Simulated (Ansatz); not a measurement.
# How fast states decay through SrTe2H2

Aim: relax a made-up compound, SrTe2H2, and see how good a tunnel barrier it would be. It is built by putting Te for O, Sr for Ca in the CaH2O2 structure of space group C2, with the volume rescaled by atomic radii. The parent structure comes from the Materials Project.

Main program and level: Ansatz 0.2.0; PBEsol DFT, plane waves, PAW files, in the first sound run; inputs show where later runs differ.

This is a report of a sequence of runs, with most program output left out.

The structure was built from a prototype and need not be the compound's stable phase.

**1. Starting point**

The structure is monoclinic, space group C2 (No. 5). The conventional cell has a = 7.777 Å, b = 4.421 Å, c = 6.169 Å, α = 90.00°, β = 97.25°, γ = 90.00°. Nearest to Sr lie 6 Te at 2.93 to 2.94 Å. Nearest to H lie 1 Te at 1.20 Å. Te has 2 H at 1.20 to 2.87 Å and 3 Sr at 2.93 to 2.94 Å nearest. It derives from CaH2O2. Te for O, Sr for Ca in the CaH2O2 structure of space group C2. Farther neighbours and most contacts between anions are not listed.

**2. Relaxing the new crystal**

The substituted atoms don't fit the parent's cell, so cell and atoms relax together. A small smearing keeps the run stable in case the gap closes on the way.

File input.yaml:

```yaml
crystal:
  lattice:
    - [3.8884606881, -2.2107313149, 0.0]
    - [3.8884606881, 2.2107313149, 0.0]
    - [-0.7787518801, 0.0, 6.1200175178]
  atoms:
    - { symbol: Sr, position: [0.945035, 0.054965, 0.0] }
    - { symbol: H, position: [0.14691, 0.430865, 0.583473] }
    - { symbol: H, position: [0.569135, 0.85309, 0.416527] }
    - { symbol: Te, position: [0.254064, 0.361237, 0.769702] }
    - { symbol: Te, position: [0.638763, 0.745936, 0.230298] }
kpoints:
  mp_grid: { grid: [6, 6, 4] }
scf:
  occupations: { method: gaussian, width: 0.03 }
hamiltonian:
  xc: pbesol
output:
  forces: true
  stress: true
relax:
  f_tol: 0.02
  max_steps: 60
  cell: {}
```

The run is started by

```
$ ansatz run input.yaml --threads 2 --pin off --max-ram 4096MiB --backend cpu --events-out ev --progress --plain --runs-dir out
```

It took 2.1 min on 2 threads of Arm Neoverse V2, shared host; peak memory 0.45 GiB; 4.1 min of CPU time.

Step by step:

| step | energy less that of the first step (eV) | largest force component (eV/Å) | pressure (GPa) | volume (Å³) |
| --- | --- | --- | --- | --- |
| 1 | 0.0000 | 21.3604 | 42.04 | 105.22 |
| 2 | -7.4633 | 3.6961 | 13.85 | 117.27 |
| 3 | -8.4688 | 1.9395 | 4.99 | 132.03 |
| 4 | -8.7421 | 0.2467 | 0.29 | 147.07 |
| 5 | -8.7711 | 0.2487 | 0.22 | 146.24 |
| 6 | -8.8082 | 0.1680 | -0.28 | 146.83 |
| 7 | -8.8151 | 0.1115 | -0.17 | 146.10 |
| 8 | -8.8176 | 0.0642 | 0.21 | 145.06 |
| 9 | -8.8183 | 0.0128 | -0.02 | 145.66 |
| 10 | -8.8185 | 0.0018 | -0.01 | 145.68 |
| 11* | -8.8526 | 0.0032 | 0.28 | 145.68 |
| 12 | -8.8589 | 0.0076 | 0.13 | 147.54 |
| 13 | -8.8620 | 0.0165 | -0.12 | 149.47 |
| 14 | -8.8633 | 0.0288 | -0.17 | 149.74 |
| 15 | -8.8646 | 0.0309 | -0.28 | 148.65 |
| 16 | -8.8658 | 0.0609 | 0.05 | 147.45 |
| 17 | -8.8677 | 0.0247 | 0.12 | 145.75 |
| 18 | -8.8682 | 0.0084 | 0.01 | 145.85 |
| 19 | -8.8684 | 0.0039 | 0.00 | 145.72 |
| 20 | -8.8685 | 0.0038 | 0.00 | 145.46 |
| 21* | -8.8698 | 0.0039 | 0.00 | 145.46 |

Relaxation steps marked * repeat the geometry before them on a plane-wave basis chosen anew for their cell, so energy and pressure can jump there.

Forces are held to the 2 operations that the run works with; a distortion that breaks them can't arise in this run.

| cell as run | before | after | change |
| --- | --- | --- | --- |
| a (Å) | 4.473 | 5.299 | +18.5 % |
| b (Å) | 4.473 | 5.299 | +18.5 % |
| c (Å) | 6.169 | 6.801 | +10.2 % |
| α (°) | 96.30 | 106.59 | +10.7 % |
| β (°) | 96.30 | 106.59 | +10.7 % |
| γ (°) | 59.24 | 53.51 | -9.7 % |
| volume (Å³/atom) | 21.04 | 29.09 | +38.2 % |

The atoms that moved most (Å, as changes of fractional coordinates times the final cell):

| atom | dx | dy | dz | length |
| --- | --- | --- | --- | --- |
| H2 | -0.376 | 0.220 | -0.232 | 0.493 |
| H3 | 0.376 | 0.220 | 0.232 | 0.493 |
| Te4 | -0.466 | -0.147 | 0.045 | 0.491 |
| Te5 | 0.466 | -0.147 | -0.045 | 0.491 |
| Sr1 | 0.000 | -0.146 | 0.000 | 0.146 |

Final coordinates:

```xyz
5
Lattice="4.7131 -2.3854 -0.4165 4.7131 2.3854 -0.4165 -1.5994 0.0000 6.6104" Properties=species:S:1:pos:R:3 pbc="T T T"
Sr    4.7131   -2.2689   -0.4165
H     1.4135    0.8969    3.3848
H     6.4132    0.8969    2.3927
Te    1.2028    0.1089    4.8765
Te    6.6239    0.1089    0.9010
```

Numbers from this step:

```yaml
free_energy: -17328.8755 eV
fermi_energy: 5.244 eV
pressure: 0.003584 GPa
```

The largest force component on a free atom ends at 0.0039 eV/Å.

**3. Band edges**

The energy window and the wavevectors of the next steps follow from the band edges, so these are searched first, off the mesh as well.

File input.yaml:

```yaml
crystal:
  lattice:
    - [4.713054109, -2.3853735516, -0.4164585585]
    - [4.713054109, 2.3853735516, -0.4164585585]
    - [-1.599356126, 0.0, 6.6104499917]
  atoms:
    - { symbol: Sr, position: [0.9755880845, 0.0244119155, 0.0] }
    - { symbol: H, position: [0.0540053779, 0.4300209305, 0.5425341908] }
    - { symbol: H, position: [0.5699790695, 0.9459946221, 0.4574658092] }
    - { symbol: Te, position: [0.2354607555, 0.2811262875, 0.7702416216] }
    - { symbol: Te, position: [0.7188737125, 0.7645392445, 0.2297583784] }
kpoints:
  mp_grid: { grid: [6, 6, 4] }
  band_path: { path: [VBM, CBM], npoints: 30 }
scf:
  occupations: { method: fixed }
hamiltonian:
  xc: pbesol
output:
  eigenvalues: true
  write_potential: true
  write_density: true
  volumetric_format: npy
```

Wall time 36 s (2 threads); peak memory 0.42 GiB; 72 s of CPU time.

Numbers from this step:

| Property | Result |
| --- | --- |
| Fermi energy | 4.202 eV |
| gap on the k-mesh | 2.084 eV |
| gap on path | 2.084 eV, by band count; negative where bands overlap |
| direct gap on path | 2.541 eV |
| edge places on path | 0, 0.9504 1/A along the path |

Electronic bands along the path, in eV, zero at the Fermi level (highest filled level under fixed occupations); v1 is the highest filled band, c1 the lowest empty one:

| point | v4 | v3 | v2 | v1 | c1 | c2 | c3 | c4 |
| --- | --- | --- | --- | --- | --- | --- | --- | --- |
| VBM | -1.35 | -0.67 | -0.52 | 0.00 | 2.54 | 2.69 | 2.97 | 3.94 |
| halfway | -1.44 | -1.19 | -0.92 | -0.52 | 2.50 | 3.43 | 3.93 | 4.16 |
| CBM | -1.25 | -1.14 | -0.81 | -0.55 | 2.08 | 2.99 | 3.43 | 4.66 |

The searched edges give 2.08 eV, as on the mesh.

**4. Complex bands, plane (001), k-mesh 6×6×4**

This step: PBEsol DFT, plane waves, PAW files; complex bands by layer matching along the plane's normal (Ansatz 0.2.0).

The same crystal is laid in a cell whose first two vectors span the (001) plane (indices of the standard conventional cell, whose axes can be ordered otherwise than in the bulk input). At fixed energy and wavevector in the plane the solver finds all kz, real and complex. A few wavevectors are listed, (0, 0), (-0.5, -0.5) and (0.5, 0) in units of the plane's reciprocal vectors; the slowest state needn't be among them.

File input.yaml:

```yaml
crystal:
  lattice:
    - [4.770747103, 0.0, 0.0]
    - [2.385373552, 4.73141805, 0.0]
    - [0.0, -2.174999192, 6.444017972]
  atoms:
    - { symbol: Sr, position: [0.9755880845, 0.0, 0.0] }
    - { symbol: H, position: [0.5699790695, 0.4840263084, 0.5425341908] }
    - { symbol: H, position: [0.0540053779, 0.5159736916, 0.4574658092] }
    - { symbol: Te, position: [0.7188737125, 0.516587043, 0.7702416216] }
    - { symbol: Te, position: [0.2354607555, 0.483412957, 0.2297583784] }
kpoints:
  mp_grid: { grid: [6, 6, 4] }
scf:
  occupations: { method: fixed }
hamiltonian:
  xc: pbesol
output:
  eigenvalues: true
  transmission:
    leads: [[0, 0]]
    kpoints: [[0.0, 0.0], [-0.5, -0.5], [0.5, 0.0]]
    e_range: [-1.0, 3.08]
    de: 0.07
```

Run time: 51 s. Hardware: 2 threads; peak memory 0.58 GiB; 79 s of CPU time.

Numbers from this step:

- level to which the leads are filled: 1.042 eV from the Fermi level
- decay constant at the filling level, zone centre: 0.2250 Å⁻¹
- decay constant at the filling level, slowest listed point: 0.1901 Å⁻¹

K parallel (0, 0); values up to 1.5 1/Å, a degenerate pair printed once or twice; energies at which all values exceed this have no row. Table of Im kz of the slowest decaying states by energy, zero at the highest filled level on the SCF mesh:

| energy (eV) | decay 1 (Å⁻¹) | decay 2 (Å⁻¹) | decay 3 (Å⁻¹) | decay 4 (Å⁻¹) |
| --- | --- | --- | --- | --- |
| -1.00 | 0.0929 | 0.486 | 1.01 | 1.15 |
| -0.86 | 0.0167 | 0.463 | 0.997 | 1.13 |
| -0.65 | 0.146 | 0.427 | 0.976 | 1.11 |
| -0.51 | 0.0391 | 0.328 | 0.481 | 0.962 |
| -0.37 | 0.111 | 0.439 | 0.502 | 0.947 |
| -0.16 | 0.146 | 0.509 | 0.519 | 0.926 |
| -0.02 | 0.149 | 0.524 | 0.535 | 0.911 |
| 0.12 | 0.143 | 0.526 | 0.553 | 0.896 |
| 0.33 | 0.182 | 0.524 | 0.569 | 0.874 |
| 0.47 | 0.198 | 0.521 | 0.575 | 0.859 |
| 0.61 | 0.209 | 0.515 | 0.579 | 0.843 |
| 0.82 | 0.220 | 0.504 | 0.580 | 0.820 |
| 0.96 | 0.224 | 0.494 | 0.578 | 0.803 |
| 1.10 | 0.225 | 0.483 | 0.575 | 0.787 |
| 1.24 | 0.225 | 0.470 | 0.570 | 0.770 |
| 1.45 | 0.220 | 0.447 | 0.560 | 0.745 |
| 1.59 | 0.214 | 0.430 | 0.551 | 0.727 |
| 1.73 | 0.206 | 0.410 | 0.540 | 0.709 |
| 1.94 | 0.189 | 0.375 | 0.521 | 0.681 |
| 2.08 | 0.173 | 0.348 | 0.504 | 0.662 |
| 2.22 | 0.151 | 0.316 | 0.485 | 0.643 |
| 2.43 | 0.0991 | 0.254 | 0.447 | 0.613 |
| 2.57 | 0.0529 | 0.198 | 0.413 | 0.594 |
| 2.71 | 0.127 | 0.370 | 0.574 | 0.699 |
| 2.92 | 0.0497 | 0.254 | 0.545 | 0.661 |
| 3.06 | 0.180 | 0.526 | 0.633 | - |

K parallel (-0.5, -0.5); values up to 1.5 1/Å, a degenerate pair printed once or twice; energies at which all values exceed this have no row. The Im kz of the slowest decaying states by energy, zero at the highest filled level on the SCF mesh:

| energy (eV) | decay 1 (Å⁻¹) | decay 2 (Å⁻¹) | decay 3 (Å⁻¹) | decay 4 (Å⁻¹) |
| --- | --- | --- | --- | --- |
| -1.00 | 0.185 | 0.640 | 0.927 | 1.24 |
| -0.79 | 0.0533 | 0.645 | 0.888 | 1.23 |
| -0.58 | 0.151 | 0.700 | 0.787 | 1.21 |
| -0.37 | 0.108 | 0.193 | 0.648 | 0.832 |
| -0.16 | 0.147 | 0.220 | 0.637 | 0.842 |
| -0.02 | 0.164 | 0.234 | 0.632 | 0.843 |
| 0.19 | 0.180 | 0.249 | 0.622 | 0.839 |
| 0.40 | 0.190 | 0.260 | 0.609 | 0.833 |
| 0.61 | 0.194 | 0.267 | 0.594 | 0.823 |
| 0.82 | 0.194 | 0.270 | 0.577 | 0.812 |
| 1.03 | 0.190 | 0.271 | 0.556 | 0.798 |
| 1.24 | 0.181 | 0.269 | 0.533 | 0.784 |
| 1.45 | 0.167 | 0.264 | 0.507 | 0.767 |
| 1.66 | 0.144 | 0.256 | 0.478 | 0.750 |
| 1.87 | 0.109 | 0.244 | 0.446 | 0.731 |
| 2.08 | 0.0144 | 0.229 | 0.410 | 0.711 |
| 2.22 | 0.217 | 0.385 | 0.696 | 0.958 |
| 2.43 | 0.192 | 0.343 | 0.673 | 0.933 |
| 2.64 | 0.158 | 0.297 | 0.649 | 0.907 |
| 2.85 | 0.104 | 0.248 | 0.622 | 0.881 |
| 3.06 | 0.194 | 0.593 | 0.852 | 0.992 |

K parallel (0.5, 0); values up to 1.5 1/Å, a degenerate pair printed once or twice; energies at which all values exceed this have no row. Im kz of the slowest decaying states against energy, zero at the highest filled level on the SCF mesh:

| energy (eV) | decay 1 (Å⁻¹) | decay 2 (Å⁻¹) | decay 3 (Å⁻¹) | decay 4 (Å⁻¹) |
| --- | --- | --- | --- | --- |
| -1.00 | 0.185 | 0.640 | 0.927 | 1.24 |
| -0.86 | 0.607 | 0.903 | 1.24 | 1.26 |
| -0.65 | 0.130 | 0.706 | 0.840 | 1.22 |
| -0.51 | 0.0544 | 0.167 | 0.666 | 0.812 |
| -0.37 | 0.108 | 0.193 | 0.648 | 0.832 |
| -0.16 | 0.147 | 0.220 | 0.637 | 0.842 |
| -0.02 | 0.164 | 0.234 | 0.632 | 0.843 |
| 0.12 | 0.175 | 0.245 | 0.625 | 0.841 |
| 0.33 | 0.187 | 0.257 | 0.614 | 0.835 |
| 0.47 | 0.192 | 0.262 | 0.605 | 0.830 |
| 0.61 | 0.194 | 0.267 | 0.594 | 0.823 |
| 0.82 | 0.194 | 0.270 | 0.577 | 0.812 |
| 0.96 | 0.192 | 0.271 | 0.563 | 0.803 |
| 1.10 | 0.188 | 0.270 | 0.549 | 0.794 |
| 1.24 | 0.181 | 0.269 | 0.533 | 0.784 |
| 1.45 | 0.167 | 0.264 | 0.507 | 0.767 |
| 1.59 | 0.153 | 0.259 | 0.488 | 0.756 |
| 1.73 | 0.134 | 0.252 | 0.468 | 0.744 |
| 1.94 | 0.0909 | 0.240 | 0.435 | 0.724 |
| 2.08 | 0.0144 | 0.229 | 0.410 | 0.711 |
| 2.22 | 0.217 | 0.385 | 0.696 | 0.958 |
| 2.43 | 0.192 | 0.343 | 0.673 | 0.933 |
| 2.57 | 0.171 | 0.313 | 0.657 | 0.916 |
| 2.71 | 0.143 | 0.281 | 0.640 | 0.899 |
| 2.92 | 0.0744 | 0.231 | 0.612 | 0.871 |
| 3.06 | 0.194 | 0.593 | 0.852 | 0.992 |

At the listed wavevectors the last open channel is at -0.02 eV and the next at +2.15 eV on the grid. At +1.03 eV, the grid energy nearest the filling level (the middle of the gap on the SCF mesh), the slowest state at the listed wavevectors decays with κ = 0.190 Å⁻¹, its amplitude falling by e over 5.3 Å. Through 1 nm of this crystal that state's transmission falls by exp(−2 × 0.190 Å⁻¹ × 10 Å) = 0.022.

**5. Decaying states in the gap, plane (100), k-mesh 4×6×6**

The same for the (100) plane, at (0, 0), (-0.5, -0.5) and (0.5, 0), to see how the decay depends on direction.

input.yaml, the sections that differ from step 4:

```yaml
crystal:
  lattice:
    - [6.801175568, 0.0, 0.0]
    - [0.0, 4.770747103, 0.0]
    - [-1.513095837, 2.385373552, 4.482951902]
  atoms:
    - { symbol: Sr, position: [0.0, 0.9755880845, 0.0] }
    - { symbol: H, position: [0.5425341908, 0.5699790695, 0.4840263084] }
    - { symbol: H, position: [0.4574658092, 0.0540053779, 0.5159736916] }
    - { symbol: Te, position: [0.7702416216, 0.7188737125, 0.516587043] }
    - { symbol: Te, position: [0.2297583784, 0.2354607555, 0.483412957] }
kpoints:
  mp_grid: { grid: [4, 6, 6] }
# scf, hamiltonian, output: as in step 4
```

It took 75 s on 2 threads; peak memory 0.94 GiB.

Numbers from this step:

* decay constant at the filling level, zone centre: 0.2095 Å⁻¹
* decay constant at the filling level, slowest listed point: 0.2095 Å⁻¹

K parallel (0, 0); values up to 1.5 1/Å, a degenerate pair printed once or twice; energies at which all values exceed this have no row. Table of Im kz of the slowest decaying states by energy, zero at the highest filled level on the SCF mesh:

| energy (eV) | decay 1 (Å⁻¹) | decay 2 (Å⁻¹) | decay 3 (Å⁻¹) | decay 4 (Å⁻¹) |
| --- | --- | --- | --- | --- |
| -1.00 | 0.514 | 0.566 | 0.876 | 0.920 |
| -0.86 | 0.473 | 0.529 | 0.864 | 0.905 |
| -0.65 | 0.0427 | 0.332 | 0.466 | 0.845 |
| -0.51 | 0.0438 | 0.0569 | 0.451 | 0.832 |
| -0.37 | 0.0729 | 0.121 | 0.489 | 0.818 |
| -0.16 | 0.157 | 0.255 | 0.521 | 0.797 |
| -0.02 | 0.173 | 0.290 | 0.533 | 0.783 |
| 0.12 | 0.185 | 0.271 | 0.311 | 0.542 |
| 0.33 | 0.198 | 0.331 | 0.411 | 0.554 |
| 0.47 | 0.203 | 0.338 | 0.463 | 0.561 |
| 0.61 | 0.207 | 0.342 | 0.499 | 0.566 |
| 0.82 | 0.210 | 0.344 | 0.534 | 0.568 |
| 0.96 | 0.210 | 0.342 | 0.549 | 0.568 |
| 1.10 | 0.209 | 0.338 | 0.558 | 0.565 |
| 1.24 | 0.206 | 0.331 | 0.560 | 0.561 |
| 1.45 | 0.199 | 0.316 | 0.549 | 0.553 |
| 1.59 | 0.193 | 0.302 | 0.539 | 0.540 |
| 1.73 | 0.185 | 0.284 | 0.519 | 0.529 |
| 1.94 | 0.170 | 0.245 | 0.480 | 0.507 |
| 2.08 | 0.157 | 0.203 | 0.449 | 0.489 |
| 2.22 | 0.124 | 0.142 | 0.413 | 0.467 |
| 2.43 | 0.112 | 0.332 | 0.410 | 0.574 |
| 2.57 | 0.0641 | 0.264 | 0.318 | 0.560 |
| 2.71 | 0.290 | 0.331 | 0.518 | 0.571 |
| 2.92 | 0.156 | 0.241 | 0.379 | 0.452 |
| 3.06 | 0.191 | 0.392 | 0.419 | 0.631 |

K parallel (-0.5, -0.5); values up to 1.5 1/Å, a degenerate pair printed once or twice; energies at which all values exceed this have no row. Table of Im kz of the slowest decaying states by energy, zero at the highest filled level on the SCF mesh:

| energy (eV) | decay 1 (Å⁻¹) | decay 2 (Å⁻¹) | decay 3 (Å⁻¹) | decay 4 (Å⁻¹) |
| --- | --- | --- | --- | --- |
| -1.00 | 0.148 | 0.237 | 0.546 | 0.973 |
| -0.86 | 0.250 | 0.543 | 0.957 | 1.29 |
| -0.65 | 0.226 | 0.530 | 0.933 | 1.28 |
| -0.51 | 0.193 | 0.229 | 0.520 | 0.916 |
| -0.37 | 0.297 | 0.365 | 0.512 | 0.900 |
| -0.16 | 0.341 | 0.462 | 0.505 | 0.875 |
| -0.02 | 0.358 | 0.499 | 0.503 | 0.858 |
| 0.12 | 0.369 | 0.502 | 0.525 | 0.841 |
| 0.33 | 0.378 | 0.500 | 0.552 | 0.816 |
| 0.47 | 0.379 | 0.498 | 0.563 | 0.798 |
| 0.61 | 0.378 | 0.496 | 0.571 | 0.781 |
| 0.82 | 0.372 | 0.492 | 0.578 | 0.754 |
| 0.96 | 0.365 | 0.488 | 0.579 | 0.735 |
| 1.10 | 0.355 | 0.484 | 0.579 | 0.716 |
| 1.24 | 0.342 | 0.478 | 0.577 | 0.696 |
| 1.45 | 0.315 | 0.469 | 0.571 | 0.666 |
| 1.59 | 0.290 | 0.462 | 0.566 | 0.644 |
| 1.73 | 0.256 | 0.454 | 0.560 | 0.623 |
| 1.94 | 0.175 | 0.441 | 0.551 | 0.589 |
| 2.08 | 0.0283 | 0.431 | 0.545 | 0.565 |
| 2.22 | 0.420 | 0.540 | 0.542 | 1.00 |
| 2.43 | 0.405 | 0.506 | 0.534 | 0.974 |
| 2.57 | 0.395 | 0.482 | 0.531 | 0.956 |
| 2.71 | 0.389 | 0.456 | 0.530 | 0.937 |
| 2.92 | 0.401 | 0.529 | 0.908 | 1.21 |
| 3.06 | 0.0727 | 0.390 | 0.528 | 0.887 |

K parallel (0.5, 0); values up to 1.5 1/Å, a degenerate pair printed once or twice; energies at which all values exceed this have no row. Table of Im kz of the slowest decaying states by energy, zero at the highest filled level on the SCF mesh:

| energy (eV) | decay 1 (Å⁻¹) | decay 2 (Å⁻¹) | decay 3 (Å⁻¹) | decay 4 (Å⁻¹) |
| --- | --- | --- | --- | --- |
| -1.0000 | 0.0649 | 0.252 | 0.449 | 0.529 |
| -0.7200 | 0.113 | 0.174 | 0.458 | 0.6 |
| -0.5100 | 0.133 | 0.354 | 0.460 | 0.611 |
| -0.2300 | 0.278 | 0.413 | 0.450 | 0.518 |
| -0.0200 | 0.315 | 0.382 | 0.495 | 0.576 |
| 0.2600 | 0.339 | 0.377 | 0.557 | 0.612 |
| 0.4700 | 0.349 | 0.377 | 0.558 | 0.627 |
| 0.7500 | 0.355 | 0.374 | 0.554 | 0.640 |
| 1.0300 | 0.355 | 0.368 | 0.544 | 0.647 |
| 1.2400 | 0.352 | 0.361 | 0.533 | 0.649 |
| 1.5200 | 0.344 | 0.347 | 0.514 | 0.652 |
| 1.7300 | 0.334 | 0.335 | 0.496 | 0.654 |
| 2.0100 | 0.311 | 0.318 | 0.467 | 0.650 |
| 2.2200 | 0.288 | 0.302 | 0.440 | 0.611 |
| 2.5000 | 0.248 | 0.274 | 0.395 | 0.553 |
| 2.7800 | 0.180 | 0.230 | 0.332 | 0.483 |
| 2.9900 | 0.167 | 0.258 | 0.420 | 0.671 |

At the listed wavevectors the last open channel is at -0.02 eV and the next at +2.15 eV on the grid. At +1.03 eV, the grid energy nearest the filling level (the middle of the gap on the SCF mesh), the slowest state at the listed wavevectors decays with κ = 0.209 Å⁻¹, its amplitude falling by e over 4.8 Å; the first such run, plane (001), gave 0.190 Å⁻¹.

**6. Band edges at another level**

This step: LDA DFT, plane waves, PAW files (Ansatz 0.2.0).

The edges again with LDA, at the same atoms.

File input.yaml:

```yaml
crystal:
  lattice:
    - [4.713054109, -2.3853735516, -0.4164585585]
    - [4.713054109, 2.3853735516, -0.4164585585]
    - [-1.599356126, 0.0, 6.6104499917]
  atoms:
    - { symbol: Sr, position: [0.9755880845, 0.0244119155, 0.0] }
    - { symbol: H, position: [0.0540053779, 0.4300209305, 0.5425341908] }
    - { symbol: H, position: [0.5699790695, 0.9459946221, 0.4574658092] }
    - { symbol: Te, position: [0.2354607555, 0.2811262875, 0.7702416216] }
    - { symbol: Te, position: [0.7188737125, 0.7645392445, 0.2297583784] }
kpoints:
  mp_grid: { grid: [6, 6, 4] }
  band_path: { path: [VBM, CBM], npoints: 30 }
scf:
  occupations: { method: fixed }
hamiltonian:
  xc: lda
output:
  eigenvalues: true
```

The job ended after 35 s (2 threads; peak memory 0.42 GiB).

Numbers from this step:

```yaml
free_energy: -17132.3009 eV
fermi_energy: 4.043 eV
gap_on_the_k_mesh: 2.040 eV
gap_on_path: 2.040 eV, by band count; negative where bands overlap
direct_gap_on_path: 2.529 eV
```

The electronic bands at the labelled points (eV, zero at the Fermi level (highest filled level under fixed occupations); v1 is the highest filled band, c1 the lowest empty one):

| point | v4 | v3 | v2 | v1 | c1 | c2 | c3 | c4 |
| --- | --- | --- | --- | --- | --- | --- | --- | --- |
| VBM | -1.35 | -0.66 | -0.52 | 0.00 | 2.53 | 2.54 | 2.92 | 3.87 |
| halfway | -1.44 | -1.19 | -0.92 | -0.52 | 2.47 | 3.34 | 3.84 | 4.07 |
| CBM | -1.24 | -1.14 | -0.81 | -0.55 | 2.04 | 2.95 | 3.36 | 4.54 |

The searched edges give 2.04 eV, as on the mesh.

(Part 1 of 2 ends here.)

[Logs are printed without paths, hosts, clocks, repeated set-up lines and the standing remarks that a program may print on its own settings, such as how far it seeks lower states.]

[Hosts, paths, dates, database ids (printed as entryN), source tags and the programs' standing remarks are cut or masked in the printed files.]
